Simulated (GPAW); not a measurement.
## A 8-layer slab of Ir(100): simulated STM images

Aim: Tersoff-Hamann images of a 8-layer slab of Ir(100) at several biases.

Program: GPAW 26.7.0. Level of theory: GPAW, PAW setups; slab in vacuum, relaxation, in the first sound run; inputs show where later runs differ. Results are calculated unless marked as measured.

## Step 1: The structure

The cell holds 8 atoms: 8 Ir. Its edges and angles: a = 2.715 Å, b = 2.715 Å, c = 29.440 Å, α = 90.0°, β = 90.0°, γ = 90.0°. Vacuum lies along c.

## Step 2: Relaxation

Forces are removed first; all later runs use this geometry. The lowest 4 atoms are held at bulk positions and keep their forces.

Input file run.py:

```python
import json
import numpy as np
from ase import Atoms
from ase.constraints import FixAtoms
from ase.optimize import BFGS
from gpaw import GPAW, PW

slab = Atoms(
    ['Ir', 'Ir', 'Ir', 'Ir', 'Ir', 'Ir', 'Ir', 'Ir'],
    positions=[
        [1.35765, 1.35765, 8.00000],
        [0.00000, 0.00000, 9.92000],
        [1.35765, 1.35765, 11.84000],
        [0.00000, 0.00000, 13.76000],
        [1.35765, 1.35765, 15.68000],
        [0.00000, 0.00000, 17.60000],
        [1.35765, 1.35765, 19.52000],
        [0.00000, 0.00000, 21.44000]],
    cell=[[2.71529, 0.0, 0.0], [0.0, 2.71529, 0.0], [0.0, 0.0, 29.44]],
    pbc=[True, True, False])

slab.calc = GPAW(mode=PW(400), xc='PBE', kpts={'size': (12, 12, 1), 'gamma': True},
                 occupations={'name': 'fermi-dirac', 'width': 0.1}, nbands='160%',
                 convergence={'density': 1e-05}, maxiter=200,
                 poissonsolver={'dipolelayer': 'xy'},
                 symmetry={'tolerance': 1e-3, 'extra_ids': [1, 1, 1, 1, 0, 0, 0, 0]}, txt='slab.txt')
result = {}
slab.set_constraint(FixAtoms([0, 1, 2, 3]))
path = []
opt = BFGS(slab, maxstep=0.2)
opt.attach(lambda: path.append((slab.get_potential_energy(), slab.positions.tolist(), slab.get_forces().tolist())))
result['relaxed'] = bool(opt.run(fmax=0.03, steps=40))
result['path'] = path
energy = slab.get_potential_energy()
fermi = slab.calc.get_fermi_level()
v = slab.calc.get_electrostatic_potential().mean((0, 1)) - fermi
n = slab.calc.get_pseudo_density().mean((0, 1))
L = slab.cell[2, 2]
z = np.arange(len(v)) * L / len(v)
low, high = slab.positions[:, 2].min(), slab.positions[:, 2].max()
below, above = np.interp([low - 5.8, high + 5.8], z, v)
slopes = [np.interp(x, z, np.gradient(v, z)) for x in (low - 5.8, high + 5.8)]
eps = np.array([[slab.calc.get_eigenvalues(k, s) for k in range(len(slab.calc.get_ibz_k_points()))]
                for s in range(slab.calc.get_number_of_spins())]) - fermi
top, bottom = eps[eps < 0].max(), eps[eps > 0].min()
dipole = slab.get_dipole_moment()[2]
print(f'energy {energy:.4f} eV, Fermi level {fermi:.4f} eV, dipole {dipole:.5f} e A')
print(f'potential 5.8 A off the faces, from the Fermi level: lower {below:.4f} eV, upper {above:.4f} eV')
print(f'slope of the potential there: lower {slopes[0]:.5f}, upper {slopes[1]:.5f} eV/A')
print(f'nearest levels on the mesh: {top:.4f} and {bottom:.4f} eV')
print('magnetic moment', round(slab.get_magnetic_moment(), 3))
result.update(energy=energy, fermi=fermi, dipole=dipole, below=below, above=above, slopes=slopes, edges=[top, bottom],
              z=z.tolist(), v=v.tolist(), n=n.tolist(), positions=slab.positions.tolist(),
              forces=slab.get_forces(apply_constraint=False).tolist(), moments=slab.get_magnetic_moments().tolist())
json.dump(result, open('result.json', 'w'))
```

Started as:

```
OMP_NUM_THREADS=1 OPENBLAS_NUM_THREADS=1 python run.py
```

Output:

```text
Step          Energy          fmax
BFGS:    0      -72.223353        1.042486
BFGS:    1      -72.242768        0.733908
BFGS:    2      -72.261139        0.171066
BFGS:    3      -72.261893        0.142976
BFGS:    4      -72.262965        0.110993
BFGS:    5      -72.264043        0.149122
BFGS:    6      -72.264755        0.123590
BFGS:    7      -72.265377        0.120580
BFGS:    8      -72.266349        0.140735
BFGS:    9      -72.267147        0.112129
BFGS:   10      -72.267748        0.050620
BFGS:   11      -72.267846        0.029951
energy -72.1220 eV, Fermi level 5.0893 eV, dipole 0.00033 e A
potential 5.8 A off the faces, from the Fermi level: lower 5.5379 eV, upper 5.5397 eV
slope of the potential there: lower -0.00017, upper 0.00017 eV/A
nearest levels on the mesh: -0.0030 and 0.0204 eV
magnetic moment 0.0
```

It took 51 min on 1 thread of Intel Xeon Platinum 8488C (Sapphire Rapids), shared host; peak memory 0.38 GiB.

Step by step:

```csv
step,energy less that of the first step (eV),largest force (eV/Å)
1,0.0000,1.0425
2,-0.0203,0.7339
3,-0.0406,0.1711
4,-0.0412,0.1430
5,-0.0421,0.1110
6,-0.0431,0.1491
7,-0.0437,0.1236
8,-0.0444,0.1206
9,-0.0452,0.1407
10,-0.0458,0.1121
11,-0.0461,0.0506
12,-0.0461,0.0300
```

The atoms that moved most (Å):

```csv
atom,dx,dy,dz,length
Ir7,0.000,0.000,0.095,0.095
Ir6,0.000,0.000,0.050,0.050
Ir5,0.000,0.000,0.028,0.028
Ir8,0.000,0.000,0.019,0.019
```

The relaxed structure:

```
Ir
1.0
     2.71529    0.00000    0.00000
     0.00000    2.71529    0.00000
     0.00000    0.00000   29.44000
Ir
8
Direct
  0.50000 0.50000 0.27174
  0.00000 0.00000 0.33696
  0.50000 0.50000 0.40217
  0.00000 0.00000 0.46739
  0.50000 0.50000 0.53356
  0.00000 0.00000 0.59954
  0.50000 0.50000 0.66628
  0.00000 0.00000 0.72890
```

This step gave:

| Item | Value |
| --- | --- |
| dipole along the normal | 3.31e-4 e·Å |
| levels nearest the Fermi level on the mesh | -0.002964, 0.02037 eV from the Fermi level |
| upper work function | 5.540 eV |
| lower work function | 5.538 eV |

The electrostatic potential energy of an electron (without an applied field's), less the Fermi level, planar mean oscillates, so the rows of the table below give means over windows of 1.89 Å about each position, cut where the curve ends. Its maxima inside the range that stand out by 2 % of the span (Å: eV): 8.9: -4.32, 10.8: -4.83, 12.8: -4.76, 14.7: -4.31, 16.7: -4.43, 18.6: -4.10, 20.5: -5.59. Its minima: 8.0: -26.0, 9.9: -26.6, 11.9: -26.6, 13.8: -26.7, 15.7: -26.5, 17.7: -26.6, 19.7: -26.6, 21.4: -26.1.

Table of electrostatic potential energy of an electron (without an applied field's), less the Fermi level, planar mean by z; means over each step:

```csv
z (Å),"electrostatic potential energy of an electron (without an applied field's), less the Fermi level, planar mean (eV)"
0.94,5.54
2.83,5.54
4.73,5.51
6.62,1.37
8.51,-14.3
10.40,-14.9
12.29,-14.9
14.18,-14.7
16.07,-14.8
17.96,-14.7
19.85,-15.3
21.74,-12.9
23.62,5.02
25.52,5.54
27.41,5.54
29.30,5.54
```

The pseudo valence density, planar mean oscillates, so the rows of the table below give means over windows of 1.89 Å about each position, cut where the curve ends. Its maxima inside the range that stand out by 2 % of the span (Å: e/Å³): 8.0: 1.99, 9.9: 1.99, 11.8: 1.97, 13.7: 1.93, 15.8: 1.97, 17.7: 2.00, 19.6: 1.97, 21.4: 1.99. Its minima: 9.0: 0.496, 10.9: 0.493, 12.8: 0.489, 14.7: 0.471, 16.6: 0.479, 18.7: 0.469, 20.6: 0.550.

Table of pseudo valence density, planar mean by z; means over each step:

```csv
z (Å),"pseudo valence density, planar mean (e/Å³)"
2.83,6.2e-6
4.73,0.00103
6.62,0.184
8.51,1.06
10.40,1.06
12.29,1.06
14.18,1.05
16.07,1.06
17.96,1.05
19.85,1.08
21.74,0.977
23.62,0.0221
25.52,1.3e-4
```

The relaxation lowered the energy of the cell by 0.0461 eV (energies extrapolated to zero smearing; the optimiser's log prints free energies). The largest force left on a free atom is 0.030 eV/Å.

## Step 3: The slab's potential

The work function is the vacuum plateau of the electrostatic potential less the Fermi level; a dipole layer lets the two faces have plateaus of their own.

This step: GPAW, PAW setups; slab in vacuum (GPAW 26.7.0).

run.py: that of step 2 with these lines changed.

```diff
@@ -3,4 +3,3 @@
 from ase import Atoms
-from ase.constraints import FixAtoms
-from ase.optimize import BFGS
+from ase.dft.stm import STM
 from gpaw import GPAW, PW
@@ -14,6 +13,6 @@
         [0.00000, 0.00000, 13.76000],
-        [1.35765, 1.35765, 15.68000],
-        [0.00000, 0.00000, 17.60000],
-        [1.35765, 1.35765, 19.52000],
-        [0.00000, 0.00000, 21.44000]],
+        [1.35765, 1.35765, 15.70808],
+        [-0.00000, 0.00000, 17.65038],
+        [1.35765, 1.35765, 19.61531],
+        [0.00000, 0.00000, 21.45888]],
     cell=[[2.71529, 0.0, 0.0], [0.0, 2.71529, 0.0], [0.0, 0.0, 29.44]],
@@ -25,10 +24,4 @@
                  poissonsolver={'dipolelayer': 'xy'},
-                 symmetry={'tolerance': 1e-3, 'extra_ids': [1, 1, 1, 1, 0, 0, 0, 0]}, txt='slab.txt')
+                 symmetry={'tolerance': 1e-3}, txt='slab.txt')
 result = {}
-slab.set_constraint(FixAtoms([0, 1, 2, 3]))
-path = []
-opt = BFGS(slab, maxstep=0.2)
-opt.attach(lambda: path.append((slab.get_potential_energy(), slab.positions.tolist(), slab.get_forces().tolist())))
-result['relaxed'] = bool(opt.run(fmax=0.03, steps=40))
-result['path'] = path
 energy = slab.get_potential_energy()
@@ -54,2 +47,16 @@
               forces=slab.get_forces(apply_constraint=False).tolist(), moments=slab.get_magnetic_moments().tolist())
+
+# Images need the states of the whole zone, up to time reversal
+slab.calc = slab.calc.fixed_density(symmetry={'point_group': False}, txt='states.txt', nbands='280%',
+                                    convergence={'bands': 'CBM+2.3'})
+stm = STM(slab)
+result['stm'] = []
+for bias in [-1.5, 2.0]:
+    height = high + 3.5
+    current = stm.get_averaged_current(bias, height)
+    x, y, h = stm.scan(bias, current)
+    i, f = divmod(height / L * stm.ldos.shape[2], 1)
+    I = abs((1 - f) * stm.ldos[:, :, int(i)] + f * stm.ldos[:, :, int(i) + 1])
+    print(f'bias {bias} V: mean current at 3.5 A {current:.4e}, corrugation {np.ptp(h):.4f} A')
+    result['stm'].append(dict(bias=bias, current=current, h=(h - high).tolist(), I=I.tolist()))
 json.dump(result, open('result.json', 'w'))
```

Output:

```text
energy -72.1220 eV, Fermi level 5.0892 eV, dipole -0.00001 e A
potential 5.8 A off the faces, from the Fermi level: lower 5.5381 eV, upper 5.5398 eV
slope of the potential there: lower -0.00013, upper 0.00013 eV/A
nearest levels on the mesh: -0.0030 and 0.0204 eV
magnetic moment 0.0
bias -1.5 V: mean current at 3.5 A 9.1641e-05, corrugation 0.0879 A
bias 2.0 V: mean current at 3.5 A 1.3382e-04, corrugation 0.1126 A
```

Wall time 15 min (1 thread); peak memory 1.3 GiB.

This step gave:

* dipole along the normal: -1.12e-5 e·Å
* levels nearest the Fermi level on the mesh: -0.002995, 0.02038 eV from the Fermi level
* corrugation -1.5: 0.08789 Å
* corrugation 2: 0.1126 Å

The electrostatic potential energy of an electron (without an applied field's), less the Fermi level, planar mean oscillates, so the rows of the table below give means over windows of 1.89 Å about each position, cut where the curve ends. Its maxima inside the range that stand out by 2 % of the span (Å: eV): 8.9: -4.32, 10.8: -4.83, 12.8: -4.76, 14.7: -4.31, 16.7: -4.43, 18.6: -4.10, 20.5: -5.59. Its minima: 8.0: -26.0, 9.9: -26.6, 11.9: -26.6, 13.8: -26.7, 15.7: -26.5, 17.7: -26.6, 19.7: -26.6, 21.4: -26.1.

The electrostatic potential energy of an electron (without an applied field's), less the Fermi level, planar mean by z; means over each step:

(Unchanged from step 2.)

The pseudo valence density, planar mean oscillates, so the rows of the table below give means over windows of 1.89 Å about each position, cut where the curve ends. Its maxima inside the range that stand out by 2 % of the span (Å: e/Å³): 8.0: 1.99, 9.9: 1.99, 11.8: 1.97, 13.7: 1.93, 15.8: 1.97, 17.7: 2.00, 19.6: 1.97, 21.4: 1.99. Its minima: 9.0: 0.496, 10.9: 0.493, 12.8: 0.489, 14.7: 0.471, 16.6: 0.479, 18.7: 0.469, 20.6: 0.550.

Table of pseudo valence density, planar mean by z; means over each step:

```csv
z (Å),"pseudo valence density, planar mean (e/Å³)"
2.83,6.2e-6
4.73,0.00103
6.62,0.184
8.51,1.06
10.40,1.06
12.29,1.06
14.18,1.05
16.07,1.06
17.96,1.05
19.85,1.08
21.74,0.977
23.62,0.0221
25.52,1.3e-4
```

Tip height over the top atom over a1 and a2. Sample bias -1.5 V, constant current at the mean current 3.5 Å over the top atom.

Values in Å, 14 rows by 14 columns:
```
3.538 3.535 3.529 3.522 3.514 3.505 3.498 3.496 3.498 3.505 3.514 3.522 3.529 3.535
3.532 3.529 3.524 3.516 3.508 3.499 3.492 3.489 3.492 3.499 3.508 3.516 3.524 3.529
3.524 3.522 3.516 3.509 3.500 3.491 3.483 3.479 3.483 3.491 3.500 3.509 3.516 3.522
3.515 3.514 3.508 3.500 3.490 3.480 3.473 3.470 3.473 3.480 3.490 3.500 3.508 3.514
3.507 3.505 3.499 3.491 3.480 3.471 3.464 3.462 3.464 3.471 3.480 3.491 3.499 3.505
3.501 3.498 3.492 3.483 3.473 3.464 3.457 3.455 3.457 3.464 3.473 3.483 3.492 3.498
3.499 3.496 3.489 3.479 3.470 3.462 3.455 3.452 3.455 3.462 3.470 3.479 3.489 3.496
3.501 3.498 3.492 3.483 3.473 3.464 3.457 3.455 3.457 3.464 3.473 3.483 3.492 3.498
3.507 3.505 3.499 3.491 3.480 3.471 3.464 3.462 3.464 3.471 3.480 3.491 3.499 3.505
3.515 3.514 3.508 3.500 3.490 3.480 3.473 3.470 3.473 3.480 3.490 3.500 3.508 3.514
3.524 3.522 3.516 3.509 3.500 3.491 3.483 3.479 3.483 3.491 3.500 3.509 3.516 3.522
3.532 3.529 3.524 3.516 3.508 3.499 3.492 3.489 3.492 3.499 3.508 3.516 3.524 3.529
3.538 3.535 3.529 3.522 3.514 3.505 3.498 3.496 3.498 3.505 3.514 3.522 3.529 3.535
3.540 3.538 3.532 3.524 3.515 3.507 3.501 3.499 3.501 3.507 3.515 3.524 3.532 3.538
```
Columns: a1 from 0 to 0.929; rows upwards: a2 from 0 to 0.929.

Local density of states summed over the bias window over a1 and a2. Sample bias -1.5 V, constant height 3.5 Å over the top atom.

Ten even steps from '_' (0.81 × 1e-4 arbitrary) to '@' (1.04 × 1e-4 arbitrary):
```
@@@@%%##**++======++**##%%@@
%%%%##**++==------==++**##%%
####**++==--::::::--==++**##
****++==--::......::--==++**
++++==--::....__....::--==++
====--::....______....::--==
====--::..__________..::--==
====--::....______....::--==
++++==--::....__....::--==++
****++==--::......::--==++**
####**++==--::::::--==++**##
%%%%##**++==------==++**##%%
@@@@%%##**++======++**##%%@@
@@@@%%##**++======++**##%%@@
```
Columns: a1 from 0 to 0.929; rows upwards: a2 from 0 to 0.929.

Tip height over the top atom over a1 and a2. Sample bias 2 V, constant current at the mean current 3.5 Å over the top atom.

Ten even steps from '_' (3.44 Å) to '@' (3.55 Å):
```
@@@@@@%%##**++++++**##%%@@@@
@@@@%%##**++++==++++**##%%@@
%%%%##**++====--====++**##%%
####**++==--::::::--==++**##
****++==--::......::--==++**
++++++==::..______..::==++++
++++==--::..______..::--==++
++++++==::..______..::==++++
****++==--::......::--==++**
####**++==--::::::--==++**##
%%%%##**++====--====++**##%%
@@@@%%##**++++==++++**##%%@@
@@@@@@%%##**++++++**##%%@@@@
@@@@@@%%##**++++++**##%%@@@@
```
Columns: a1 from 0 to 0.929; rows upwards: a2 from 0 to 0.929.

Local density of states summed over the bias window over a1 and a2. Sample bias 2 V, constant height 3.5 Å over the top atom.

Ten even steps from '0' (1.17 × 1e-4 arbitrary) to '9' (1.53 × 1e-4 arbitrary):
```
99876544456789
88765443445678
77654332334567
66543211123456
55432100012345
44431000001344
44321000001234
44431000001344
55432100012345
66543211123456
77654332334567
88765443445678
99876544456789
99876544456789
```
Columns: a1 from 0 to 0.929; rows upwards: a2 from 0 to 0.929.

Force by atom:

```csv
atom,x (eV/Å),y (eV/Å),z (eV/Å),size
Ir1,0.00,0.00,0.70,0.70
Ir2,0.00,0.00,-1.05,1.05
Ir3,0.00,0.00,-0.02,0.02
Ir4,0.00,0.00,0.39,0.39
Ir5,0.00,0.00,-0.03,0.03
Ir6,0.00,0.00,0.03,0.03
Ir7,0.00,0.00,-0.01,0.01
Ir8,0.00,0.00,0.00,0.00
```

The potential is flat to 1.3e-4 eV/Å where it is read, so the vacuum is wide enough.

## Step 4: A changed run

One more run, with changed settings.

run.py: that of step 3 with these lines changed.

```diff
@@ -3,4 +3,4 @@
 from ase import Atoms
-from ase.dft.stm import STM
 from gpaw import GPAW, PW
+from gpaw.external import ConstantElectricField
 
@@ -22,4 +22,5 @@
                  occupations={'name': 'fermi-dirac', 'width': 0.1}, nbands='160%',
-                 convergence={'density': 1e-05}, maxiter=200,
+                 convergence={'density': 1e-05}, maxiter=50,
                  poissonsolver={'dipolelayer': 'xy'},
+                 external=ConstantElectricField(3.0, [0, 0, 1]),
                  symmetry={'tolerance': 1e-3}, txt='slab.txt')
@@ -47,16 +48,2 @@
               forces=slab.get_forces(apply_constraint=False).tolist(), moments=slab.get_magnetic_moments().tolist())
-
-# Images need the states of the whole zone, up to time reversal
-slab.calc = slab.calc.fixed_density(symmetry={'point_group': False}, txt='states.txt', nbands='280%',
-                                    convergence={'bands': 'CBM+2.3'})
-stm = STM(slab)
-result['stm'] = []
-for bias in [-1.5, 2.0]:
-    height = high + 3.5
-    current = stm.get_averaged_current(bias, height)
-    x, y, h = stm.scan(bias, current)
-    i, f = divmod(height / L * stm.ldos.shape[2], 1)
-    I = abs((1 - f) * stm.ldos[:, :, int(i)] + f * stm.ldos[:, :, int(i) + 1])
-    print(f'bias {bias} V: mean current at 3.5 A {current:.4e}, corrugation {np.ptp(h):.4f} A')
-    result['stm'].append(dict(bias=bias, current=current, h=(h - high).tolist(), I=I.tolist()))
 json.dump(result, open('result.json', 'w'))
```

Output:

```text
gpaw.KohnShamConvergenceError: Did not converge!  See text output for help.
```

Elapsed: 22 min, on 1 thread; peak memory 0.75 GiB.

No converged result was reached; the numbers in the log don't describe the system.

The fault put into the input: a field far too strong, under a cap of 50 iterations, which ended the run (field = 3.0).

## Step 5: What came out

| Item | Value |
| --- | --- |
| work function, both faces | 5.54 eV |
| dipole along the normal | -1.1e-5 e Å, near the numerical noise |
| corrugation at -1.5 V | 0.0879 Å |
| corrugation at 2 V | 0.113 Å |

In words: The corrugation at constant current is largest at 2 V, where the tip height varies by 0.11 Å over the cell. Negative sample bias images filled states, positive bias empty ones. The measured value for this face is 5.96 eV (as compiled in "Anisotropic work function of elemental crystals", 2019, arxiv:1902.07811); the relaxed upper face lies 0.42 eV under it with PBE. Measured work functions scatter by a tenth of an eV or more between methods. The clean face reconstructs (W and Mo (100) only when cold), while this slab is an unreconstructed 1×1 cell, so the two are not the same surface. The images are of Tersoff-Hamann type: an s-wave tip, no tip-sample forces, heights closer than in a microscope. The in-plane lattice was kept as typed, which isn't the functional's own and leaves some strain; spin-orbit coupling and temperature are left out.

[Logs are printed without paths, hosts, clocks, repeated set-up lines and the standing remarks that a program may print on its own settings, such as how far it seeks lower states.]

[Hosts, paths, dates, database ids (printed as entryN), source tags and the programs' standing remarks are cut or masked in the printed files.]
